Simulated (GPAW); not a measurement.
# Optical response of Os

Aim: the dielectric function of Os, and the optical constants that follow from it.

Method: DFT, PBE, plane-wave PAW (GPAW data sets), scalar-relativistic, RPA, optical limit, in GPAW 26.7.0.

Report form: the programs' logs are mostly left out.

## 1. The starting structure

It takes space group P6_3/mmc (No. 194, hexagonal). The conventional cell has a = 2.734 Å, b = 2.734 Å, c = 4.320 Å, α = 90.00°, β = 90.00°, γ = 120.00°. Nearest to Os lie 12 Os at 2.68 to 2.73 Å.

## 2. Ground state

First the ground state: is it a metal or has it a gap?

This step: DFT, PBE, plane-wave PAW (GPAW data sets), scalar-relativistic, ground state (GPAW 26.7.0).

File gs.py:

```python
from ase import Atoms
from ase.dft.bandgap import bandgap
from gpaw import GPAW, PW, FermiDirac

atoms = Atoms(['Os', 'Os'],
              cell=[[2.734100000000, 0.000000000000, 0.000000000000],
                    [-1.367050000000, 2.367800056500, 0.000000000000],
                    [0.000000000000, 0.000000000000, 4.319700000000]],
              scaled_positions=[[0.666666666700, 0.333333333300, 0.750000000000],
                                [0.333333333300, 0.666666666700, 0.250000000000]],
              pbc=[True, True, True])
atoms.calc = GPAW(mode=PW(500), xc='PBE', kpts={'size': (9, 9, 5), 'gamma': True},
                  occupations=FermiDirac(0.05), maxiter=150, txt='gs.txt')
print('energy (eV)', atoms.get_potential_energy())
print('Fermi level (eV)', atoms.calc.get_fermi_level())
print('valence electrons', atoms.calc.get_number_of_electrons())
print('gap (eV)', bandgap(atoms.calc, output=None)[0])
print('direct gap (eV)', bandgap(atoms.calc, direct=True, output=None)[0])
atoms.calc.write('gs.gpw')
```

Run with:

```bash
$ OMP_NUM_THREADS=1 python gs.py
```

The job ended after 15 s (1 thread of Arm Neoverse V1, shared host; peak memory 0.14 GiB).

Read-outs, printed or worked out from the files:

* energy: -22.41 eV
* Fermi energy: 15.99 eV
* electrons: 28

There are states at the Fermi level within the smearing, so the occupations stay smeared and the carriers get a Drude term.

## 3. Bands for the response

The response needs many more empty bands than the density does.

This step: DFT, PBE, plane-wave PAW (GPAW data sets), scalar-relativistic, bands at fixed density (GPAW 26.7.0).

File nscf.py:

```python
from ase.dft.bandgap import bandgap
from gpaw import GPAW, FermiDirac

calc = GPAW('gs.gpw').fixed_density(kpts={'size': (18, 18, 10), 'gamma': True}, nbands=43, convergence={'bands': 37},
                                    occupations=FermiDirac(0.05), txt='nscf.txt')
print('gap (eV)', bandgap(calc, output=None)[0])
print('direct gap (eV)', bandgap(calc, direct=True, output=None)[0])
print('top band over the Fermi level (eV)', min(calc.get_eigenvalues(kpt=k)[36] for k in range(len(calc.get_ibz_k_points()))) - calc.get_fermi_level())
calc.write('full.gpw', mode='all')
```

Run with:

```bash
$ OMP_NUM_THREADS=1 python nscf.py
```

It took 5 min on 1 thread; peak memory 0.34 GiB.

## 4. Dielectric function, RPA

Local fields let the induced charge screen the field inside the cell, which as a rule lowers ε, most along directions where the density is uneven.

This step: DFT, PBE, plane-wave PAW (GPAW data sets), scalar-relativistic, RPA, optical limit (GPAW 26.7.0).

File df.py:

```python
from gpaw.response.df import DielectricFunction

df = DielectricFunction('full.gpw', frequencies={'type': 'nonlinear', 'domega0': 0.03, 'omega2': 8},
                        ecut=50,
                        eta=0.15,
                        nbands=37,
                        rate=0.05,
                        txt='df.txt')
for direction in ['x', 'z']:
    df.get_dielectric_function(xc='RPA', direction=direction, filename=f'df_{direction}.csv')
```

Run with:

```bash
$ OMP_NUM_THREADS=1 python df.py
```

It took 41 s on 1 thread; peak memory 0.22 GiB.

Some rows of df_x.csv (energy; Re and Im without local fields; Re and Im with them):

```text
0.000000, 12530.461061, 0.000000, 12530.366443, 0.000000
0.460735, -112.552399, 40.143693, -112.602115, 40.110477
0.943989, -9.046883, 13.416311, -9.065020, 13.402892
1.451455, 8.994283, 8.216400, 8.967887, 8.213424
1.984998, 23.019481, 11.951115, 22.990771, 11.965625
2.546682, 26.809096, 30.780220, 26.910529, 30.809622
3.138794, 2.897417, 34.438227, 2.836200, 34.724544
3.763875, -1.733454, 25.875201, -1.991926, 25.901515
4.424758, -10.130977, 19.728466, -10.145199, 19.530540
5.124608, -9.039565, 11.812784, -8.932491, 11.741371
5.866977, -5.490143, 8.030321, -5.385106, 8.092819
6.655862, -4.826840, 5.778798, -4.917263, 5.847156
7.495775, -3.092760, 3.396584, -3.164522, 3.430518
8.391833, -1.313557, 3.150602, -1.380748, 3.175331
9.349861, -0.255141, 3.399489, -0.305058, 3.444902
10.376517, -0.241777, 4.095019, -0.302245, 4.185962
11.479449, -1.370619, 2.982941, -1.520404, 3.079133
12.667487, -0.636904, 2.205293, -0.887066, 2.268203
13.950874, -0.244054, 2.112318, -0.457787, 2.138774
```

The Im ε has structure finer than the step of the table below, so its rows give means over 0.5 eV, whole bins alone (the curve runs from 0.305 to 14.0 eV). Peaks (eV: height): E ∥ x 2.78: 39.3; E ∥ z 1.31: 47.1, 2.74: 33.5.

Sum at mesh points, not converged in k. Table of Im ε by photon energy; means over each step:

| photon energy (eV) | E ∥ x | E ∥ z |
| --- | --- | --- |
| 1.0 | 12.5 | 32.8 |
| 1.5 | 8.32 | 32.0 |
| 2.0 | 12.4 | 14.4 |
| 2.5 | 29.3 | 28.6 |
| 3.0 | 36.4 | 27.6 |
| 3.5 | 27.9 | 17.7 |
| 4.0 | 25.3 | 16.8 |
| 4.5 | 18.6 | 16.4 |
| 5.0 | 12.7 | 15.8 |
| 5.5 | 8.68 | 10.7 |
| 6.0 | 7.76 | 6.96 |
| 6.5 | 6.22 | 6.03 |
| 7.0 | 4.65 | 4.86 |
| 7.5 | 3.57 | 3.63 |
| 8.0 | 3.32 | 3.36 |
| 8.5 | 3.18 | 3.52 |
| 9.0 | 3.26 | 3.84 |
| 9.5 | 3.51 | 3.78 |
| 10.0 | 3.82 | 4.05 |
| 10.5 | 4.08 | 4.81 |
| 11.0 | 4.13 | 3.96 |
| 11.5 | 3.08 | 3.68 |
| 12.0 | 2.77 | 3.20 |
| 12.5 | 2.54 | 2.72 |
| 13.0 | 2.30 | 3.05 |
| 13.5 | 2.31 | 2.46 |

Values under 1 per cm are given as 1; sum at mesh points, not converged in k. The absorption coefficient by photon energy:

| photon energy (eV) | E ∥ x (1/cm) | E ∥ z (1/cm) |
| --- | --- | --- |
| 0.492 | 5.0e5 | 6.9e5 |
| 1.010 | 3.2e5 | 5.0e5 |
| 1.486 | 1.8e5 | 8.4e5 |
| 1.985 | 2.4e5 | 4.3e5 |
| 2.508 | 6.4e5 | 8.2e5 |
| 3.018 | 1.2e6 | 1.2e6 |
| 3.510 | 1.3e6 | 1.1e6 |
| 3.980 | 1.5e6 | 1.3e6 |
| 4.516 | 1.8e6 | 1.4e6 |
| 4.981 | 1.8e6 | 1.7e6 |
| 5.515 | 1.7e6 | 1.8e6 |
| 6.021 | 1.7e6 | 1.7e6 |
| 6.494 | 1.7e6 | 1.6e6 |
| 6.985 | 1.6e6 | 1.6e6 |
| 7.496 | 1.5e6 | 1.5e6 |
| 8.026 | 1.4e6 | 1.3e6 |
| 8.516 | 1.3e6 | 1.3e6 |
| 9.023 | 1.3e6 | 1.4e6 |
| 9.483 | 1.3e6 | 1.4e6 |
| 10.026 | 1.4e6 | 1.4e6 |
| 10.519 | 1.7e6 | 1.9e6 |
| 11.029 | 1.9e6 | 1.9e6 |
| 11.479 | 1.8e6 | 1.8e6 |
| 12.023 | 1.7e6 | 1.9e6 |
| 12.504 | 1.8e6 | 1.7e6 |
| 13.000 | 1.6e6 | 1.9e6 |
| 13.512 | 1.6e6 | 1.8e6 |

Sum at mesh points, not converged in k. Im ε, E ∥ x against photon energy; read off at these points:

```
photon energy (eV)  without local fields  with local fields
              0.50                  34.0               33.9
              1.00                  12.8               12.8
              1.50                  7.77               7.76
              2.00                  12.1               12.1
              2.50                  29.0               29.0
              2.78                  39.2               39.3
              3.00                  36.3               36.6
              3.50                  27.4               27.5
              4.00                  25.5               25.4
              4.50                  18.3               18.1
              5.00                  13.0               12.8
              5.50                  8.41               8.42
              6.00                  7.82               7.96
              6.50                  6.16               6.25
              7.00                  4.42               4.47
              7.50                  3.39               3.43
              8.00                  3.29               3.33
              8.50                  3.16               3.18
              9.00                  3.21               3.25
              9.50                  3.47               3.52
             10.00                  3.75               3.82
             10.50                  4.05               4.16
             11.00                  4.26               4.37
             11.50                  2.93               3.02
             12.00                  2.69               2.78
             12.50                  2.46               2.56
             13.00                  2.31               2.33
             13.50                  2.32               2.33
```

The loss function −Im 1/ε at q → 0 has structure finer than the step of the table below, so its rows give means over 0.5 eV, whole bins alone (the curve runs from 0.305 to 14.0 eV). Peaks (eV: height): E ∥ x 1.18: 0.0896, 9.15: 0.301; E ∥ z 1.91: 0.0823, 8.58: 0.275, 12.67: 0.356.

Sum at mesh points, not converged in k. Loss function −Im 1/ε at q → 0 against energy loss; means over each step:

```csv
energy loss (eV),E ∥ x,E ∥ z
1.0,0.0598,0.0206
1.5,0.0491,0.0253
2.0,0.0174,0.0596
2.5,0.0180,0.0309
3.0,0.0263,0.0352
3.5,0.0358,0.0539
4.0,0.0382,0.0580
4.5,0.0423,0.0594
5.0,0.0525,0.0543
5.5,0.0702,0.0593
6.0,0.0851,0.0765
6.5,0.0960,0.104
7.0,0.115,0.116
7.5,0.161,0.162
8.0,0.221,0.238
8.5,0.273,0.264
9.0,0.294,0.254
9.5,0.283,0.261
10.0,0.261,0.248
10.5,0.242,0.202
11.0,0.224,0.228
11.5,0.272,0.250
12.0,0.323,0.269
12.5,0.348,0.333
13.0,0.409,0.306
13.5,0.414,0.356
```

The reflectivity at normal incidence has structure finer than the step of the table below, so its rows give means over 0.5 eV, whole bins alone (the curve runs from 0.305 to 14.0 eV). Peaks (eV: height): E ∥ x 4.38: 65.1, 11.40: 38.8; E ∥ z 1.56: 74.4, 3.18: 62.4, 5.87: 64.5, 10.95: 38.4, 13.25: 35.7.

Sum at mesh points, not converged in k. Reflectivity at normal incidence against photon energy; means over each step:

```csv
photon energy (eV),E ∥ x (%),E ∥ z (%)
1.0,59.1,74.1
1.5,36.3,71.9
2.0,46.6,47.5
2.5,56.0,55.5
3.0,60.6,62.0
3.5,59.4,56.5
4.0,60.7,54.5
4.5,64.7,54.0
5.0,64.1,59.1
5.5,61.7,63.3
6.0,57.8,62.5
6.5,57.8,55.9
7.0,57.3,56.4
7.5,52.1,51.5
8.0,43.2,40.0
8.5,35.7,33.4
9.0,30.5,31.3
9.5,27.8,30.1
10.0,28.4,27.5
10.5,30.9,34.0
11.0,35.6,36.9
11.5,37.4,34.6
12.0,32.8,36.5
12.5,32.8,31.9
13.0,28.0,31.3
13.5,26.9,32.7
```

At chosen wavelengths:

```
wavelength (nm)   n x    k x  R (%) x   1/α x   n z    k z  R (%) z   1/α z
           1550  1.42  4.865     80.7   25 nm  2.28  7.401     86.1   17 nm
           1064  2.46  2.248     42.2   38 nm  4.22  4.529     64.7   19 nm
            800  3.61  1.028     35.3   62 nm  2.61  5.261     74.4   12 nm
            405  4.55  3.938     60.7  8.2 nm  3.24  4.046     62.3  8.0 nm
            365  3.75  3.808     59.5  7.6 nm  2.54  3.443     58.3  8.4 nm
            248  1.84  3.498     63.8  5.6 nm  2.38  3.407     58.7  5.8 nm
            193  1.24  2.585     57.5  5.9 nm  1.23  2.490     56.0  6.2 nm
```

In reflection the computed colour is faintly blue: x = 0.289, y = 0.310, luminous reflectivity 50 %.

## 5. Outcome

In words: At this level (PBE, RPA) Os is a metal. The mesh is too coarse to trust the carriers' weight, the reflectivity or the colour to better than tens of per cent. In reflection the computed colour is faintly blue: x = 0.289, y = 0.310, luminous reflectivity 50 %. The carriers' damping of 0.05 eV is typed, not computed; it shapes the response at the lowest energies. Spin-orbit coupling is left out although heavy atoms are present. In this version of GPAW the matrix elements of the optical limit are incomplete, which can lower ε − 1 by up to a tenth where first-row anions or d states rule, and shift it by more in d metals. GPAW's carrier term has the form −ωp²/(ω + i·rate)², which damps like twice the rate and fails at low energy, so the curves leave the lowest energies out. The sum runs over mesh points 0.15 Å⁻¹ apart with no interpolation, so peaks are partly noise of the mesh, and the Drude plasma energy, a sum over the Fermi surface, isn't converged.

[Machine, clock and banner lines and Python warnings are left out of the logs.]

[Logs are printed without paths, hosts, clocks, repeated set-up lines and the standing remarks that a program may print on its own settings, such as how far it seeks lower states.]

[Hosts, paths, dates, database ids (printed as entryN), source tags and the programs' standing remarks are cut or masked in the printed files.]
